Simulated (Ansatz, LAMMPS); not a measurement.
# Static equation of state of glassy CaAl2Si2O8 (130 atoms)

Density of this cell: 2.74 g/cm³. The cell holds 130 atoms: 20 Al, 10 Ca, 80 O and 20 Si. Cell: a = 11.920 Å, b = 12.009 Å, c = 11.787 Å, α = 89.7°, β = 88.9°, γ = 91.3°. The starting structure: 130 atoms (20 Al, 10 Ca, 80 O, 20 Si) placed at random at 2.71 g/cm³, melted at 4500 K for 20 ps at fixed volume with the Morse and Coulomb pair potential with partial charges (Pedone, Malavasi, Menziani, Cormack and Segre, J. Phys. Chem. B 110, 11780 (2006)). Quenched from 4500 K to 300 K at 10 K/ps and fixed volume, held 5 ps.

Calculated with Ansatz 0.2.0: Kohn-Sham DFT, PBE, PAW (set soft_2), plane waves; cutoff 420 eV, Γ point, gaussian smearing of 0.05 eV. Cell and atoms were relaxed first, to V0 = 12.973 Å³ an atom at a residual P0 = 0.029 GPa. The cell was then scaled evenly, and the atoms were relaxed at each volume.

| volume (Å³/atom) | pressure (GPa) |
| --- | --- |
| 11.676 | 8.395 |
| 12.195 | ? |
| 12.584 | 2.239 |
| 13.362 | -1.904 |
| 13.751 | -3.357 |

Task: Fit the third-order Birch–Murnaghan equation to the rows given and interpolate to the withheld row.

**Working.**

Take the Eulerian strain f = ½[(V0/V)^(2/3) − 1] and the normalised pressure F = (P − P0) / [3f(1 + 2f)^(5/2)]. The third-order Birch–Murnaghan equation is then the line F = B0 + (3/2)B0(B′ − 4) f, so u = f and v = F.

```
      u = f  v = F (GPa)
  0.0363830      64.3026
  0.0102567      68.2709
-0.00975648      69.3916
 -0.0190506      65.2897
```

With n = 4: mean u = 0.00445817, mean v = 66.8137, Σ(u − ū)² = 0.0018075, Σ(u − ū)(v − v̄) = -0.072533. Slope b = -0.072533 / 0.0018075 = -40.128; intercept a = v̄ − b ū = 66.993.

So B0 = a = 67.0 GPa and B′ = 4 + 2b/(3a) = 3.60. At the withheld volume f = 0.02106, F = a + b f = 66.15 GPa, and P = P0 + 3f(1 + 2f)^(5/2) F.

Prediction at 12.195: 4.662 GPa. The run gave 4.655 GPa, so the fit is high by 0.0063 GPa (0.13 % of the value).

The series isn't one smooth equation of state: even a line fitted to all rows, the withheld one included, misses F by up to 3.8 %, the count of bonds changes along the series and an atom moves over 0.5 Å in some relaxation. B0 and B′ are then only the numbers of this fit, not moduli of the material. Among the rows given, the largest miss of the fit is at 11.676, by 0.16 GPa (1.4 % of the range of the table).

Limits: Static cells at zero temperature; the cell shape is held. The program notes that the SCF threshold of these relaxations is loose for the stress. The quench rate of 10 K/ps is many orders above laboratory rates, so the cell is likely richer in defects and strain than a real sample. The network of bonds at the start is that of the classical potential that made the cell, and needn't be the one that DFT or experiment would give. Only the Γ point is sampled, in a cell whose shortest periodic width is 12 Å.

[Logs are printed without paths, hosts, clocks, repeated set-up lines and the standing remarks that a program may print on its own settings, such as how far it seeks lower states.]

[Hosts, paths, dates, database ids (printed as entryN), source tags and the programs' standing remarks are cut or masked in the printed files.]
